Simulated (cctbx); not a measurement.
**Diagnosing a refinement**

Cell a = 11.3260 Å, b = 4.1440 Å, c = 11.4350 Å, α = 90.00°, β = 90.00°, γ = 90.00°; space group Pnma (no. 62).

The data are simulated with cctbx, not measured: Ag Kα, λ = 0.56087 Å, to d = 0.65 Å, 50 % of the full sphere, strongest reflection 70000 counts, noise from counting, a 2 % proportional error and a noise floor of 2 counts (s.d.); no absorption, and some extinction, which the refinements don't model.

An anisotropic refinement with weights 1/σ² prints:

```text
Rint 0.019, 1122 unique reflections to 0.65 A
cycle     R1     wR2    GooF  max shift (A)
   1  0.1424  0.3591  15.966   0.00128
   2  0.0513  0.1660   7.381   0.00004
final R1 0.0514 wR2 0.1660 GooF 7.381  parameters 30  data/parameter 37.4
atom        x        y        z      Ueq    occ   su(xyz)  su(Uiso or U11)
Te1    0.00916  0.25000  0.18876  -0.0041  1.000  0.00009  0.0004  NPD
Pm1    0.19316  0.25000  0.50255   0.0022  1.000  0.00009  0.0004
Pm2    0.27690  0.25000  0.19834   0.0106  1.000  0.00012  0.0006
Te2    0.95041  0.25000  0.62181   0.0025  1.000  0.00011  0.0005
Te3    0.38053  0.75000  0.44052   0.0028  1.000  0.00012  0.0005
difference map: max 18.93 min -11.22 rms 1.28
Q1    0.9988  0.2500  0.1898    4   19.23  0.12 A from Te1
Q2    0.1851  0.2500  0.5138    4    6.32  0.16 A from Pm1
Q3    0.0598  0.7500  0.3681    4    5.11  0.16 A from Te2
Q4    0.1231  0.2500  0.9370    4    3.38  0.06 A from Te3
Q5    0.1878  0.2500  0.1965    4    3.01  1.01 A from Pm2
Q6    0.1719  0.7500  0.6390    4    2.63  0.89 A from Pm2
```

**Question.** Can this result stand? If not, what is the likely fault?

Mend it. The fault: elements exchanged: Pm2 is Te and Te1 is Pm. Against the right model at the same level, R1 goes from 0.0095 to 0.0514 and GooF from 0.92 to 7.38, U of Te1 shrinks from 0.0036 to -0.0041 Å², U of Pm2 swells from 0.0039 to 0.0106 Å², the top difference peak, 19.2 e/Å³, lies on Te1 and Te1 goes non-positive-definite. Pm2 has 9 electrons too many and its U swells to shed them, as expected; Te1 has 9 electrons too few and its U shrinks to make up, as expected.

The compound is Pm2Te3. The right model at the same level gives:

```text
Rint 0.019, 1122 unique reflections to 0.65 A
cycle     R1     wR2    GooF  max shift (A)
   1  0.0097  0.0210   0.936   0.00006
   2  0.0095  0.0206   0.917   0.00000
final R1 0.0095 wR2 0.0206 GooF 0.917  parameters 30  data/parameter 37.4
atom        x        y        z      Ueq    occ   su(xyz)  su(Uiso or U11)
Pm1    0.00909  0.25000  0.18879   0.0036  1.000  0.00001  0.0001
Pm2    0.19308  0.25000  0.50259   0.0030  1.000  0.00001  0.0001
Te1    0.27680  0.25000  0.19839   0.0039  1.000  0.00001  0.0001
Te2    0.95030  0.25000  0.62183   0.0029  1.000  0.00001  0.0001
Te3    0.38049  0.75000  0.44050   0.0035  1.000  0.00001  0.0001
difference map: max 0.87 min -1.08 rms 0.20
Q1    0.0249  0.1235  0.8524    8    0.92  1.56 A from Te3
Q2    0.0775  0.5510  0.0184    8    0.75  1.60 A from Te3
Q3    0.2309  0.7500  0.3472    4    0.68  2.00 A from Te3
Q4    0.0364  0.6439  0.6840    8    0.68  1.60 A from Pm1
Q5    0.0266  0.2500  0.0877    4    0.66  1.17 A from Pm1
Q6    0.0950  0.1238  0.4353    8    0.66  1.45 A from Pm2
```

This is a model crystal, built by substitution and not relaxed, with assumed displacement parameters.

[Middle refinement cycles are left out of these outputs.]

[Logs are printed without paths, hosts, clocks, repeated set-up lines and the standing remarks that a program may print on its own settings, such as how far it seeks lower states.]
